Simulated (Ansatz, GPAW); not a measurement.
# Cutoff, mesh and smearing for a 6-layer slab of Ir(100), part 2 of 2

Wanted: a convergence study on the slab a 6-layer slab of Ir(100).

GPAW 26.7.0 and Ansatz 0.2.0; Ansatz plane waves; slab in vacuum with a dipole correction, relaxation (the session's first sound run).

So far, upper work function (eV): step 2 (relaxation) 5.56.

## (3) Plane waves, PBE

With the geometry fixed, the planar mean of the potential gives the vacuum level on each side.

This step: GPAW, PAW setups; slab in vacuum (GPAW 26.7.0).

Contents of run.py:

```python
import json
import numpy as np
from ase import Atoms
from gpaw import GPAW, PW

slab = Atoms(
    ['Ir', 'Ir', 'Ir', 'Ir', 'Ir', 'Ir'],
    positions=[
        [1.35765, 1.35765, 7.00000],
        [0.00000, 0.00000, 8.92000],
        [1.35765, 1.35765, 10.84000],
        [0.00000, 0.00000, 12.80194],
        [1.35765, 1.35765, 14.76223],
        [0.00000, 0.00000, 16.60923]],
    cell=[[2.71529, 0.0, 0.0], [0.0, 2.71529, 0.0], [0.0, 0.0, 23.6]],
    pbc=[True, True, False])

slab.calc = GPAW(mode=PW(400), xc='PBE', kpts={'size': (12, 12, 1), 'gamma': True},
                 occupations={'name': 'fermi-dirac', 'width': 0.1}, nbands='140%',
                 convergence={'density': 1e-05}, maxiter=200,
                 poissonsolver={'dipolelayer': 'xy'},
                 symmetry={'tolerance': 1e-3}, txt='slab.txt')
result = {}
energy = slab.get_potential_energy()
fermi = slab.calc.get_fermi_level()
v = slab.calc.get_electrostatic_potential().mean((0, 1)) - fermi
n = slab.calc.get_pseudo_density().mean((0, 1))
L = slab.cell[2, 2]
z = np.arange(len(v)) * L / len(v)
low, high = slab.positions[:, 2].min(), slab.positions[:, 2].max()
below, above = np.interp([low - 4.8, high + 4.8], z, v)
slopes = [np.interp(x, z, np.gradient(v, z)) for x in (low - 4.8, high + 4.8)]
eps = np.array([[slab.calc.get_eigenvalues(k, s) for k in range(len(slab.calc.get_ibz_k_points()))]
                for s in range(slab.calc.get_number_of_spins())]) - fermi
top, bottom = eps[eps < 0].max(), eps[eps > 0].min()
dipole = slab.get_dipole_moment()[2]
print(f'energy {energy:.4f} eV, Fermi level {fermi:.4f} eV, dipole {dipole:.5f} e A')
print(f'potential 4.8 A off the faces, from the Fermi level: lower {below:.4f} eV, upper {above:.4f} eV')
print(f'slope of the potential there: lower {slopes[0]:.5f}, upper {slopes[1]:.5f} eV/A')
print(f'nearest levels on the mesh: {top:.4f} and {bottom:.4f} eV')
print('magnetic moment', round(slab.get_magnetic_moment(), 3))
result.update(energy=energy, fermi=fermi, dipole=dipole, below=below, above=above, slopes=slopes, edges=[top, bottom],
              z=z.tolist(), v=v.tolist(), n=n.tolist(), positions=slab.positions.tolist(),
              forces=slab.get_forces(apply_constraint=False).tolist(), moments=slab.get_magnetic_moments().tolist())
json.dump(result, open('result.json', 'w'))
```

On the command line:

```sh
$ OMP_NUM_THREADS=1 OPENBLAS_NUM_THREADS=1 python run.py
```

The program printed:

```text
energy -53.4486 eV, Fermi level 4.3866 eV, dipole -0.00038 e A
potential 4.8 A off the faces, from the Fermi level: lower 5.5356 eV, upper 5.5458 eV
slope of the potential there: lower -0.00050, upper 0.00051 eV/A
nearest levels on the mesh: -0.0035 and 0.0136 eV
magnetic moment 0.0
```

Run time: 3.6 min. Hardware: 1 thread of Arm Neoverse V1, shared host; peak memory 0.27 GiB.

This step gave:

| Item | Value |
| --- | --- |
| dipole along the normal | -3.75e-4 e·Å |
| levels nearest the Fermi level on the mesh | -0.003527, 0.01361 eV from the Fermi level |
| upper work function | 5.546 eV |
| lower work function | 5.536 eV |

The electrostatic potential energy of an electron (without an applied field's), less the Fermi level, planar mean oscillates, so the rows of the table below give means over windows of 1.95 Å about each position, cut where the curve ends. Its maxima inside the range that stand out by 2 % of the span (Å: eV): 7.9: -4.41, 9.9: -4.71, 11.8: -4.12, 13.8: -4.14, 15.7: -5.45. Its minima: 7.0: -25.8, 9.0: -26.6, 10.9: -26.7, 12.9: -26.4, 14.8: -26.8, 16.6: -26.0.

Electrostatic potential energy of an electron (without an applied field's), less the Fermi level, planar mean against z; means over each step:

z (Å), electrostatic potential energy of an electron (without an applied field's), less the Fermi level, planar mean (eV) and a bar from the least value:
```
     0.97        5.5 ##############################
     2.92        5.5 ##############################
     4.87        4.9 #############################
     6.82      -12.9 ###
     8.77      -14.6 
    10.72      -14.7 
    12.67      -14.5 
    14.62      -14.7 
    16.57      -13.8 #
    18.52        4.5 ############################
    20.47        5.5 ##############################
    22.42        5.5 ##############################
```

The pseudo valence density, planar mean oscillates, so the rows of the table below give means over windows of 1.9 Å about each position, cut where the curve ends. Its maxima inside the range that stand out by 2 % of the span (Å: e/Å³): 7.0: 1.97, 8.8: 1.96, 10.7: 1.92, 12.9: 1.98, 14.8: 2.00, 16.6: 1.98. Its minima: 8.0: 0.492, 9.9: 0.490, 11.8: 0.462, 13.7: 0.473, 15.6: 0.547.

Pseudo valence density, planar mean against z; means over each step:

z (Å), pseudo valence density, planar mean (e/Å³) and a bar:
```
     2.85       0.00 
     4.75       0.02 
     6.65       0.95 ##########################
     8.55       1.06 #############################
    10.45       1.06 #############################
    12.35       1.04 #############################
    14.25       1.04 #############################
    16.15       1.09 ##############################
    18.05       0.16 ####
    19.95       0.00 
    21.85       0.00
```

Force by atom:

| atom | x (eV/Å) | y (eV/Å) | z (eV/Å) | size |
| --- | --- | --- | --- | --- |
| Ir1 | 0.000 | 0.000 | 0.704 | 0.704 |
| Ir2 | 0.000 | 0.000 | -0.905 | 0.905 |
| Ir3 | 0.000 | 0.000 | 0.243 | 0.243 |
| Ir4 | 0.000 | 0.000 | 0.018 | 0.018 |
| Ir5 | 0.000 | 0.000 | -0.021 | 0.021 |
| Ir6 | 0.000 | 0.000 | -0.037 | 0.037 |

The potential is flat to 5.1e-4 eV/Å where it is read, so the vacuum is wide enough. The geometry is the other program's minimum; here the largest force on a free atom is 0.037 eV/Å.

## (4) Cutoff 200

The cutoff limits how sharply the smooth valence waves can vary, which tells mostly near the atoms.

Changes to run.py since step 3:

```diff
@@ -17,3 +17,3 @@
 
-slab.calc = GPAW(mode=PW(400), xc='PBE', kpts={'size': (12, 12, 1), 'gamma': True},
+slab.calc = GPAW(mode=PW(200), xc='PBE', kpts={'size': (12, 12, 1), 'gamma': True},
                  occupations={'name': 'fermi-dirac', 'width': 0.1}, nbands='140%',
```

The program printed:

```text
energy -49.7468 eV, Fermi level 4.4363 eV, dipole -0.00019 e A
potential 4.8 A off the faces, from the Fermi level: lower 5.5642 eV, upper 5.5751 eV
slope of the potential there: lower -0.00091, upper 0.00166 eV/A
nearest levels on the mesh: -0.0197 and 0.0026 eV
magnetic moment 0.0
```

Elapsed: 85 s, on 1 thread; peak memory 0.18 GiB.

The run finished. A setting was moved off its sound value on purpose, so it serves as a test and not as the result.

The fault put into the input: a cutoff under that of the base run: the energy of the cell lies 3.7 eV from the base value (ecut = 200).

Side by side:

| quantity | this run | sound run | difference |
| --- | --- | --- | --- |
| upper work function (eV) | 5.5751 | 5.5458 | 0.0292 |
| lower work function (eV) | 5.5642 | 5.5356 | 0.0286 |

## (5) Cutoff 300

The cutoff limits how sharply the smooth valence waves can vary, which tells mostly near the atoms.

Changes to run.py since step 4:

```diff
@@ -17,3 +17,3 @@
 
-slab.calc = GPAW(mode=PW(200), xc='PBE', kpts={'size': (12, 12, 1), 'gamma': True},
+slab.calc = GPAW(mode=PW(300), xc='PBE', kpts={'size': (12, 12, 1), 'gamma': True},
                  occupations={'name': 'fermi-dirac', 'width': 0.1}, nbands='140%',
```

The program printed:

```text
energy -52.4079 eV, Fermi level 4.3948 eV, dipole -0.00036 e A
potential 4.8 A off the faces, from the Fermi level: lower 5.5434 eV, upper 5.5537 eV
slope of the potential there: lower -0.00099, upper 0.00111 eV/A
nearest levels on the mesh: -0.0053 and 0.0125 eV
magnetic moment 0.0
```

Wall time 2.3 min (1 thread); peak memory 0.22 GiB.

The run finished. A setting was moved off its sound value on purpose, so it serves as a test and not as the result.

The fault put into the input: a cutoff under that of the base run: the energy of the cell lies 1.0 eV from the base value (ecut = 300).

The two runs compared:

| quantity | this run | sound run | difference |
| --- | --- | --- | --- |
| upper work function (eV) | 5.5537 | 5.5458 | 0.00791 |
| lower work function (eV) | 5.5434 | 5.5356 | 0.00778 |

## (6) Cutoff 700: ecut = 700

The cutoff limits how sharply the smooth valence waves can vary, which tells mostly near the atoms.

Changes to run.py since step 5:

```diff
@@ -17,3 +17,3 @@
 
-slab.calc = GPAW(mode=PW(300), xc='PBE', kpts={'size': (12, 12, 1), 'gamma': True},
+slab.calc = GPAW(mode=PW(700), xc='PBE', kpts={'size': (12, 12, 1), 'gamma': True},
                  occupations={'name': 'fermi-dirac', 'width': 0.1}, nbands='140%',
```

The program printed:

```text
energy -53.7136 eV, Fermi level 4.3857 eV, dipole -0.00037 e A
potential 4.8 A off the faces, from the Fermi level: lower 5.5365 eV, upper 5.5465 eV
slope of the potential there: lower -0.00046, upper 0.00047 eV/A
nearest levels on the mesh: -0.0034 and 0.0134 eV
magnetic moment 0.0
```

The job ended after 11 min (1 thread; peak memory 0.47 GiB).

Numbers from this step:

- dipole along the normal: -3.68e-4 e·Å
- levels nearest the Fermi level on the mesh: -0.003369, 0.01337 eV from the Fermi level

Table of electrostatic potential energy of an electron (without an applied field's), less the Fermi level, planar mean by z:

| z (Å) | electrostatic potential energy of an electron (without an applied field's), less the Fermi level, planar mean (eV) |
| --- | --- |
| 0.0 | 5.54 |
| 0.5 | 5.54 |
| 1.0 | 5.54 |
| 1.5 | 5.54 |
| 2.0 | 5.54 |
| 2.5 | 5.54 |
| 3.0 | 5.54 |
| 3.5 | 5.53 |
| 4.0 | 5.52 |
| 4.5 | 5.46 |
| 5.0 | 5.22 |
| 5.5 | 4.32 |
| 6.0 | 0.733 |
| 6.5 | -11.9 |
| 7.0 | -25.9 |
| 7.5 | -12.8 |
| 8.0 | -4.46 |
| 8.5 | -16.2 |
| 9.0 | -26.2 |
| 9.5 | -10.8 |
| 10.0 | -5.36 |
| 10.5 | -19.2 |
| 11.0 | -24.7 |
| 11.5 | -8.32 |
| 12.0 | -5.45 |
| 12.5 | -20.4 |
| 13.0 | -23.7 |
| 13.5 | -7.35 |
| 14.0 | -6.16 |
| 14.5 | -21.9 |
| 15.0 | -22.7 |
| 15.5 | -7.18 |
| 16.0 | -9.78 |
| 16.5 | -25.2 |
| 17.0 | -16.2 |
| 17.5 | -0.965 |
| 18.0 | 3.88 |
| 18.5 | 5.12 |
| 19.0 | 5.44 |
| 19.5 | 5.52 |
| 20.0 | 5.54 |
| 20.5 | 5.54 |
| 21.0 | 5.55 |
| 21.5 | 5.55 |
| 22.0 | 5.55 |
| 22.5 | 5.55 |
| 23.0 | 5.55 |
| 23.5 | 5.54 |

The pseudo valence density, planar mean oscillates, so the rows of the table below give means over windows of 1.93 Å about each position, cut where the curve ends. Its maxima inside the range that stand out by 2 % of the span (Å: e/Å³): 7.1: 1.95, 9.0: 1.96, 10.9: 1.95, 12.8: 1.99, 14.8: 2.00, 16.5: 1.94. Its minima: 8.0: 0.494, 10.0: 0.496, 11.9: 0.465, 13.8: 0.465, 15.7: 0.544.

Table of pseudo valence density, planar mean by z; means over each step:

| z (Å) | pseudo valence density, planar mean (e/Å³) |
| --- | --- |
| 2.90 | 1.1e-4 |
| 4.83 | 0.0215 |
| 6.76 | 0.969 |
| 8.69 | 1.06 |
| 10.62 | 1.05 |
| 12.55 | 1.05 |
| 14.48 | 1.05 |
| 16.41 | 1.05 |
| 18.34 | 0.0755 |
| 20.27 | 3.9e-4 |
| 22.20 | 2.0e-6 |

Force by atom:

| atom | x (eV/Å) | y (eV/Å) | z (eV/Å) | size |
| --- | --- | --- | --- | --- |
| Ir1 | 0.000 | 0.000 | 0.709 | 0.709 |
| Ir2 | 0.000 | 0.000 | -0.907 | 0.907 |
| Ir3 | 0.000 | 0.000 | 0.242 | 0.242 |
| Ir4 | 0.000 | 0.000 | 0.019 | 0.019 |
| Ir5 | 0.000 | 0.000 | -0.018 | 0.018 |
| Ir6 | 0.000 | 0.000 | -0.045 | 0.045 |

The upper face's work function is 5.546 eV, against 5.546 eV in the first plane-wave PBE run at this geometry.

## (7) K mesh 4×4

The mesh in the plane samples the bands: a metal's Fermi level needs it dense, and band edges must lie on it.

Changes to run.py since step 6:

```diff
@@ -17,3 +17,3 @@
 
-slab.calc = GPAW(mode=PW(700), xc='PBE', kpts={'size': (12, 12, 1), 'gamma': True},
+slab.calc = GPAW(mode=PW(400), xc='PBE', kpts={'size': (4, 4, 1), 'gamma': True},
                  occupations={'name': 'fermi-dirac', 'width': 0.1}, nbands='140%',
```

The program printed:

```text
energy -54.5399 eV, Fermi level 4.4935 eV, dipole -0.00045 e A
potential 4.8 A off the faces, from the Fermi level: lower 5.3087 eV, upper 5.3208 eV
slope of the potential there: lower -0.00044, upper 0.00044 eV/A
nearest levels on the mesh: -0.0093 and 0.2679 eV
magnetic moment 0.0
```

The job ended after 64 s (1 thread; peak memory 0.19 GiB).

The run finished with changed settings (kpts = [4, 4]); it serves as a test.

The two runs compared:

| quantity | this run | sound run | difference |
| --- | --- | --- | --- |
| upper work function (eV) | 5.3208 | 5.5458 | -0.225 |
| lower work function (eV) | 5.3087 | 5.5356 | -0.227 |

The two runs differ clearly in the lower work function: 5.31 eV against 5.54 eV.

## (8) K mesh 7×7

The mesh in the plane samples the bands: a metal's Fermi level needs it dense, and band edges must lie on it.

Changes to run.py since step 7:

```diff
@@ -17,3 +17,3 @@
 
-slab.calc = GPAW(mode=PW(400), xc='PBE', kpts={'size': (4, 4, 1), 'gamma': True},
+slab.calc = GPAW(mode=PW(400), xc='PBE', kpts={'size': (7, 7, 1), 'gamma': True},
                  occupations={'name': 'fermi-dirac', 'width': 0.1}, nbands='140%',
```

The program printed:

```text
energy -53.6429 eV, Fermi level 4.3673 eV, dipole -0.00058 e A
potential 4.8 A off the faces, from the Fermi level: lower 5.5708 eV, upper 5.5860 eV
slope of the potential there: lower -0.00049, upper 0.00051 eV/A
nearest levels on the mesh: -0.0081 and 0.0541 eV
magnetic moment 0.0
```

It took 85 s on 1 thread; peak memory 0.21 GiB.

The run finished with changed settings (kpts = [7, 7]); it serves as a test.

The two runs compared:

| quantity | this run | sound run | difference |
| --- | --- | --- | --- |
| upper work function (eV) | 5.5860 | 5.5458 | 0.0402 |
| lower work function (eV) | 5.5708 | 5.5356 | 0.0352 |

The two runs differ clearly in the upper work function: 5.59 eV against 5.55 eV.

## (9) K mesh 18×18: kpts = [18, 18]

The mesh in the plane samples the bands: a metal's Fermi level needs it dense, and band edges must lie on it.

Changes to run.py since step 8:

```diff
@@ -17,3 +17,3 @@
 
-slab.calc = GPAW(mode=PW(400), xc='PBE', kpts={'size': (7, 7, 1), 'gamma': True},
+slab.calc = GPAW(mode=PW(400), xc='PBE', kpts={'size': (18, 18, 1), 'gamma': True},
                  occupations={'name': 'fermi-dirac', 'width': 0.1}, nbands='140%',
```

The program printed:

```text
energy -53.4494 eV, Fermi level 4.3943 eV, dipole -0.00046 e A
potential 4.8 A off the faces, from the Fermi level: lower 5.5305 eV, upper 5.5427 eV
slope of the potential there: lower -0.00050, upper 0.00051 eV/A
nearest levels on the mesh: -0.0134 and 0.0062 eV
magnetic moment 0.0
```

Run time: 7.2 min. Hardware: 1 thread; peak memory 0.37 GiB.

Numbers from this step:

```yaml
dipole_along_the_normal: -4.56e-4 e·Å
levels_nearest_the_fermi_level_on_the_mesh: -0.01345, 0.006220 eV from the Fermi level
upper_work_function: 5.543 eV
lower_work_function: 5.531 eV
```

The upper face's work function is 5.543 eV, against 5.546 eV in the first plane-wave PBE run at this geometry.

## (10) Scheme Methfessel-Paxton of order 0 (Gaussian), smearing 0.1

Smearing changes the occupations near the Fermi level, and with them the level itself. Smearing helps the SCF of a metal converge, but it blurs occupations at band edges near the Fermi level.

Changes to run.py since step 9:

```diff
@@ -17,4 +17,4 @@
 
-slab.calc = GPAW(mode=PW(400), xc='PBE', kpts={'size': (18, 18, 1), 'gamma': True},
-                 occupations={'name': 'fermi-dirac', 'width': 0.1}, nbands='140%',
+slab.calc = GPAW(mode=PW(400), xc='PBE', kpts={'size': (12, 12, 1), 'gamma': True},
+                 occupations={'name': 'methfessel-paxton', 'width': 0.1}, nbands='140%',
                  convergence={'density': 1e-05}, maxiter=200,
```

The program printed:

```text
energy -53.4513 eV, Fermi level 4.3794 eV, dipole -0.00044 e A
potential 4.8 A off the faces, from the Fermi level: lower 5.5487 eV, upper 5.5605 eV
slope of the potential there: lower -0.00050, upper 0.00051 eV/A
nearest levels on the mesh: -0.0037 and 0.0143 eV
magnetic moment 0.0
```

Wall time 3.9 min (1 thread); peak memory 0.27 GiB.

This step gave:

| Quantity | Value |
| --- | --- |
| dipole along the normal | -4.43e-4 e·Å |
| levels nearest the Fermi level on the mesh | -0.003696, 0.01431 eV from the Fermi level |
| upper work function | 5.561 eV |
| lower work function | 5.549 eV |

The upper face's work function is 5.561 eV, against 5.546 eV in the first plane-wave PBE run at this geometry.

## (11) The ladder

Times are for 1 thread of Arm Neoverse V1, shared host. Results by setting:

| no. | run | upper work function (eV) | lower work function (eV) | time | memory (GiB) |
| --- | --- | --- | --- | --- | --- |
| 1 | pw | 5.546 | 5.536 | 3.6 min | 0.27 |
| 2 | cutoff 700 | 5.546 | 5.536 | 11 min | 0.47 |
| 3 | k mesh 18×18 | 5.543 | 5.531 | 7.2 min | 0.37 |
| 4 | scheme Methfessel-Paxton of order 0 (Gaussian), smearing 0.1 | 5.561 | 5.549 | 3.9 min | 0.27 |

## (12) Without the dipole layer

The dipole layer is taken out and the cell repeats along the normal.

Changes to run.py since step 10:

```diff
@@ -15,8 +15,7 @@
     cell=[[2.71529, 0.0, 0.0], [0.0, 2.71529, 0.0], [0.0, 0.0, 23.6]],
-    pbc=[True, True, False])
+    pbc=[True, True, True])
 
 slab.calc = GPAW(mode=PW(400), xc='PBE', kpts={'size': (12, 12, 1), 'gamma': True},
-                 occupations={'name': 'methfessel-paxton', 'width': 0.1}, nbands='140%',
+                 occupations={'name': 'fermi-dirac', 'width': 0.1}, nbands='140%',
                  convergence={'density': 1e-05}, maxiter=200,
-                 poissonsolver={'dipolelayer': 'xy'},
                  symmetry={'tolerance': 1e-3}, txt='slab.txt')
```

The program printed:

```text
energy -53.4486 eV, Fermi level 4.3866 eV, dipole -0.00085 e A
potential 4.8 A off the faces, from the Fermi level: lower 5.5386 eV, upper 5.5427 eV
slope of the potential there: lower -0.00143, upper -0.00042 eV/A
nearest levels on the mesh: -0.0036 and 0.0136 eV
magnetic moment 0.0
```

The job ended after 3.5 min (1 thread; peak memory 0.27 GiB).

The run finished with changed settings (dipole = false and pbc_z = true); it serves as a test.

The two runs compared:

| quantity | this run | sound run | difference |
| --- | --- | --- | --- |
| upper work function (eV) | 5.5427 | 5.5458 | -0.00312 |
| lower work function (eV) | 5.5386 | 5.5356 | 0.00301 |

## (13) Side by side

Results and costs are gathered.

This step: comparison of work functions, dipole and cost (GPAW 26.7.0).

Ladder, by row:

| step | code | work function, upper (eV) | work function, lower (eV) | dipole (e Å) | wall time (s) | peak memory (GiB) | threads |
| --- | --- | --- | --- | --- | --- | --- | --- |
| pw | GPAW | 5.546 | 5.536 | -3.75e-4 | 217.2 | 0.27 | 1 |
| ecut200 | GPAW | 5.575 | 5.564 | -1.87e-4 | 85.44 | 0.18 | 1 |
| ecut300 | GPAW | 5.554 | 5.543 | -3.58e-4 | 137.2 | 0.22 | 1 |
| ecut700 | GPAW | 5.546 | 5.536 | -3.68e-4 | 632.8 | 0.47 | 1 |
| k4 | GPAW | 5.321 | 5.309 | -4.49e-4 | 64.34 | 0.19 | 1 |
| k7 | GPAW | 5.586 | 5.571 | -5.80e-4 | 85.08 | 0.21 | 1 |
| k18 | GPAW | 5.543 | 5.531 | -4.56e-4 | 431.2 | 0.37 | 1 |
| smear | GPAW | 5.561 | 5.549 | -4.43e-4 | 232.5 | 0.27 | 1 |
| nodip | GPAW | 5.543 | 5.539 | -8.55e-4 | 208 | 0.27 | 1 |

## (14) Outcome

- work function, upper and lower face: 5.546 and 5.536 eV
- dipole along the normal: -3.8e-4 e Å

What this shows: With plane waves and PBE the work function is 5.55 eV on the upper face and 5.54 eV on the lower. The measured value for this face is 5.96 eV (as compiled in "Anisotropic work function of elemental crystals", 2019, arxiv:1902.07811); the relaxed upper face lies 0.41 eV under it with PBE. Measured work functions scatter by a tenth of an eV or more between methods. The clean face reconstructs (W and Mo (100) only when cold), while this slab is an unreconstructed 1×1 cell, so the two are not the same surface. The other smearing (Gaussian of 0.1 eV in place of Fermi-Dirac of 0.1) moves the two faces by 0.015 and 0.013 eV on the same mesh; a mesh is converged only for its smearing. Over the sound runs of the table the upper face's work function spans 5.543 (k18) to 5.561 eV (smear). The small printed dipole stands for a step of 9.2 meV from the lower to the upper face, and the probes find 10 meV; values this small are near the numerical noise of both. The in-plane lattice was kept as typed, which isn't the functional's own and leaves some strain; spin-orbit coupling and temperature are left out.

[Logs are printed without paths, hosts, clocks, repeated set-up lines and the standing remarks that a program may print on its own settings, such as how far it seeks lower states.]

[Hosts, paths, dates, database ids (printed as entryN), source tags and the programs' standing remarks are cut or masked in the printed files.]
